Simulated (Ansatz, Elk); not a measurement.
# Li2ZnPbS4: X-ray structure factors from the self-consistent density

The structure of Li2ZnPbS4 used here is made up (a known structure type with other elements) and was relaxed beforehand with PBE. The aim is the Fourier transform of its all-electron density, F(hkl), set beside the sum over free spherical atoms that refinements use.

Calculated with Elk 11.2.3 (patched build); DFT, PBE, all-electron APW+lo, Dirac cores, scalar-relativistic bands, static density, no spin.

This account leaves out most program logs.

The structure was built from a prototype and need not be the compound's stable phase.

**1. Starting point**

The structure is tetragonal, space group I-42m (No. 121). Conventional cell: a = 5.563 Å, b = 5.563 Å, c = 11.548 Å, α = 90.00°, β = 90.00°, γ = 90.00°. Nearest to Pb lie 4 S at 2.54 Å. Zn has 4 S at 2.37 Å nearest. S has 1 Zn at 2.37 Å and 2 Li at 2.43 Å and 1 Pb at 2.54 Å nearest. Nearest to Li lie 4 S at 2.43 Å. Farther neighbours and most contacts between anions are not listed.

**2. Ground state and structure factors**

An all-electron density is needed, since X-rays see the cores too. Task 0 finds the density and task 195 Fourier-transforms it; tshift is off so that phases refer to the origin typed.

Contents of elk.in:

```
tasks
  0
  195

xctype
  20

spinpol
  .false.

rgkmax
  7.0

gmaxvr
  14.0

lmaxo
  7

lmaxapw
  8

swidth
  0.002

tshift
  .false.

ramdisk
  .false.

hmaxvr
  5.5

maxscl
  120

epspot
  1e-06

sppath
  './'

avec
  -5.25585364852 5.25585364852 10.91140841797
  5.25585364852 -5.25585364852 10.91140841797
  5.25585364852 5.25585364852 -10.91140841797

atoms
  4
  'Pb.in'
  1
  0.0000000000 -0.0000000000 0.0000000000   0.000000 0.000000 0.000000
  'Zn.in'
  1
  0.5000000000 0.5000000000 0.0000000000   0.000000 0.000000 0.000000
  'S.in'
  4
  0.3913141516 0.8631425808 0.0000000000   0.000000 0.000000 0.000000
  0.6086858484 0.6086858484 0.4718284292   0.000000 0.000000 0.000000
  0.8631425808 0.3913141516 0.0000000000   0.000000 0.000000 0.000000
  0.1368574192 0.1368574192 0.5281715708   0.000000 0.000000 0.000000
  'Li.in'
  2
  0.7500000000 0.2500000000 0.5000000000   0.000000 0.000000 0.000000
  0.2500000000 0.7500000000 0.5000000000   0.000000 0.000000 0.000000

ngridk
  6 6 6
```

Launch:

```sh
$ OMP_NUM_THREADS=4 elk
```

Wall time 2.6 min (4 threads of Intel Xeon Platinum 8488C (Sapphire Rapids), shared host); peak memory 0.37 GiB.

SFACRHO.OUT:

```text

h k l indices transformed by vhmat matrix:
   1.000000000       0.000000000       0.000000000    
   0.000000000       1.000000000       0.000000000    
   0.000000000       0.000000000       1.000000000    

      h      k      l  multipl.   |H|            Re(F)            Im(F)           |F|

      0      0      0      1   0.0000000       182.00000     -0.19629868E-15   182.00000    
     -1     -1      1      2  0.57583632       100.17112      0.81162153E-14   100.17112    
      0     -1      0      8  0.66346106       46.019711     -0.91503065E-14   46.019711    
      0      0     -1      4  0.84532090       98.129319     -0.56087385E-14   98.129319    
     -2      0      1      4   1.0228171       103.07570       50.337617       114.71040    
      2      0     -1      4   1.0228171       103.07570      -50.337617       114.71040    
     -2     -1      1      8   1.0504073       50.327202     -0.19869237E-13   50.327202    
      2      2     -2      2   1.1516726       52.495028      0.45026667E-13   52.495028    
     -1      1     -1      4   1.1954643       53.258025     -0.29015217E-14   53.258025    
      0     -2      0      8   1.3269221       91.433058      0.82327098E-14   91.433058    
     -1      2      0      8   1.3672291       47.815911       5.4623549       48.126902    
      0      1     -2      8   1.3672291       47.815911      -5.4623549       48.126902    
      2      2     -3      4   1.4286068       88.268242      -2.3591585       88.299764    
      1      3     -2      4   1.4286068       88.268242       2.3591585       88.299764    
     -3     -2      2      8   1.5587512       46.335123      0.36601226E-14   46.335123    
     -3      0      1      8   1.5913800       41.060573      -4.8718935       41.348591    
     -1     -2      3      8   1.5913800       41.060573       4.8718935       41.348591    
     -3     -1      1      8   1.6599653       130.11209      0.86086824E-13   130.11209
```

Elk indexes on the primitive cell of elk.in and gives |H| = 4π sin θ/λ in inverse bohr. Below, one row stands for each form hkl of the conventional cell (m members, Friedel mates merged), F is for one primitive cell and the density is static (no thermal factor). Free-atom factors are Waasmaier and Kirfel's, and R is Σm||F|−|F'||/Σm|F|.

| hkl | m | sin θ/λ (Å⁻¹) | abs F, DFT | neutral atoms | diff. | abs of complex diff. |
| --- | --- | --- | --- | --- | --- | --- |
| 002 | 2 | 0.087 | 100.171 | 100.652 | -0.481 | 0.481 |
| 101 | 8 | 0.100 | 46.020 | 46.186 | -0.166 | 0.166 |
| 110 | 4 | 0.127 | 98.129 | 98.839 | -0.710 | 0.710 |
| 112 | 8 | 0.154 | 114.711 | 114.312 | +0.399 | 0.898 |
| 103 | 8 | 0.158 | 50.327 | 50.377 | -0.050 | 0.050 |
| 004 | 2 | 0.173 | 52.495 | 53.229 | -0.734 | 0.734 |
| 200 | 4 | 0.180 | 53.258 | 53.835 | -0.577 | 0.577 |
| 202 | 8 | 0.200 | 91.433 | 91.607 | -0.174 | 0.174 |
| 211 | 16 | 0.206 | 48.127 | 47.978 | +0.148 | 0.163 |
| 114 | 8 | 0.215 | 88.300 | 88.357 | -0.057 | 0.062 |
| 105 | 8 | 0.234 | 46.335 | 46.096 | +0.240 | 0.240 |
| 213 | 16 | 0.239 | 41.349 | 41.182 | +0.166 | 0.169 |
| 204 | 8 | 0.250 | 130.112 | 130.368 | -0.256 | 0.256 |
| 220 | 4 | 0.254 | 128.606 | 128.909 | -0.303 | 0.303 |
| 006 | 2 | 0.260 | 86.785 | 86.958 | -0.173 | 0.173 |
| 222 | 8 | 0.269 | 81.527 | 81.710 | -0.183 | 0.280 |
| 301 | 8 | 0.273 | 49.154 | 49.002 | +0.152 | 0.152 |
| 310 | 8 | 0.284 | 80.244 | 80.205 | +0.039 | 0.039 |

**3. The highest occupied states alone**

An energy window below the Fermi level keeps the highest occupied states, to see at which angles they scatter; shallow core shells can lie inside it and anion s states outside. No new self-consistency is needed.

Edit elk.in of step 2 so:

```diff
@@ -1,3 +1,2 @@
 tasks
-  0
   195
@@ -40,2 +39,5 @@
 
+wsfac
+  -0.457340 0.393900
+
 sppath
```

Launch:

```sh
$ OMP_NUM_THREADS=4 elk
```

Run time: 20 s. Hardware: 4 threads; peak memory 0.27 GiB.

States within 15 eV below the Fermi level hold 42.00 electrons; any levels below the window count with the cores. Their amplitudes can exceed the total, where window and core parts have opposite phase:

| hkl | sin θ/λ (Å⁻¹) | abs F, window | abs F, all |
| --- | --- | --- | --- |
| 002 | 0.087 | 11.465 | 100.171 |
| 101 | 0.100 | 9.303 | 46.020 |
| 110 | 0.127 | 10.259 | 98.129 |
| 112 | 0.154 | 15.521 | 114.711 |
| 103 | 0.158 | 7.107 | 50.327 |
| 004 | 0.173 | 0.833 | 52.495 |
| 200 | 0.180 | 0.182 | 53.258 |
| 202 | 0.200 | 8.111 | 91.433 |
| 211 | 0.206 | 6.704 | 48.127 |
| 114 | 0.215 | 7.508 | 88.300 |

**4. Another functional**

The difference from free atoms is small, so it is set against the change that LDA (Perdew-Wang) makes.

Edit elk.in of step 3 so:

```diff
@@ -1,2 +1,3 @@
 tasks
+  0
   195
@@ -4,3 +5,3 @@
 xctype
-  20
+  3
 
@@ -39,5 +40,2 @@
 
-wsfac
-  -0.457340 0.393900
-
 sppath
```

Launch:

```sh
$ OMP_NUM_THREADS=4 elk
```

The job ended after 2 min (4 threads; peak memory 0.32 GiB).

Against the first run R = 0.04 %; the largest change is -0.098 at 224.

**5. A coarser k-mesh**

About half the k-points along each axis test the sampling.

Edit elk.in of step 4 so:

```diff
@@ -5,3 +5,3 @@
 xctype
-  3
+  20
 
@@ -68,2 +68,2 @@
 ngridk
-  6 6 6
+  3 3 3
```

Launch:

```sh
$ OMP_NUM_THREADS=4 elk
```

The job ended after 55 s (4 threads; peak memory 0.37 GiB).

Against the first run R = 0.00 %; the largest change is -0.002 at 004.

**6. Settings against the effect**

| run | R against the first run (%) | R against neutral atoms, low angle (%) | wall time |
| --- | --- | --- | --- |
| PBE, rgkmax 7 | 0.00 | 0.34 | 2.6 min |
| LDA (Perdew-Wang) | 0.04 | 0.34 | 2 min |
| k-mesh 3×3×3 | 0.00 | 0.34 | 55 s |

**7. Summary of results**

```yaml
r_against_neutral_atoms_sin_theta_lambda_0p3_a_minus1: 0.34 %
r_against_neutral_atoms_0p3_to_0p65_a_minus1: 0.09 %
```

In words: Independent neutral atoms miss the calculated amplitudes by R = 0.34 % below 0.3 Å⁻¹ and 0.09 % from there to 0.65 Å⁻¹; by shells, 0.53 % below 0.15 Å⁻¹ (3 forms), 0.32 % 0.15 to 0.3 (19 forms), 0.15 % 0.3 to 0.45 (34 forms), 0.06 % above 0.45 (93 forms). Bonding, aspherical density and the tables' own atoms all enter these figures, and the runs don't part them. The largest change of an amplitude is -0.73 electrons, at 004. R counts amplitudes alone; phases shift too. The window's part falls from 42.0 electrons at the origin to at most 3.27 between 0.45 and 0.65 Å⁻¹, where compact states inside the window still scatter. Below 0.3 Å⁻¹ the changes that finished (LDA (Perdew-Wang) and k-mesh 3×3×3) move F by R = 0.02 % at most, against the 0.34 % that separates it from free atoms. The basis has no finished test. Spin-orbit coupling is left out, which can matter for elements this heavy. Part of the difference isn't bonding: the tables are fits to free atoms and ions calculated by other methods than this functional. Thermal motion, anomalous dispersion and extinction are left out.

[Logs are printed without paths, hosts, clocks, repeated set-up lines and the standing remarks that a program may print on its own settings, such as how far it seeks lower states.]

[Hosts, paths, dates, database ids (printed as entryN), source tags and the programs' standing remarks are cut or masked in the printed files.]
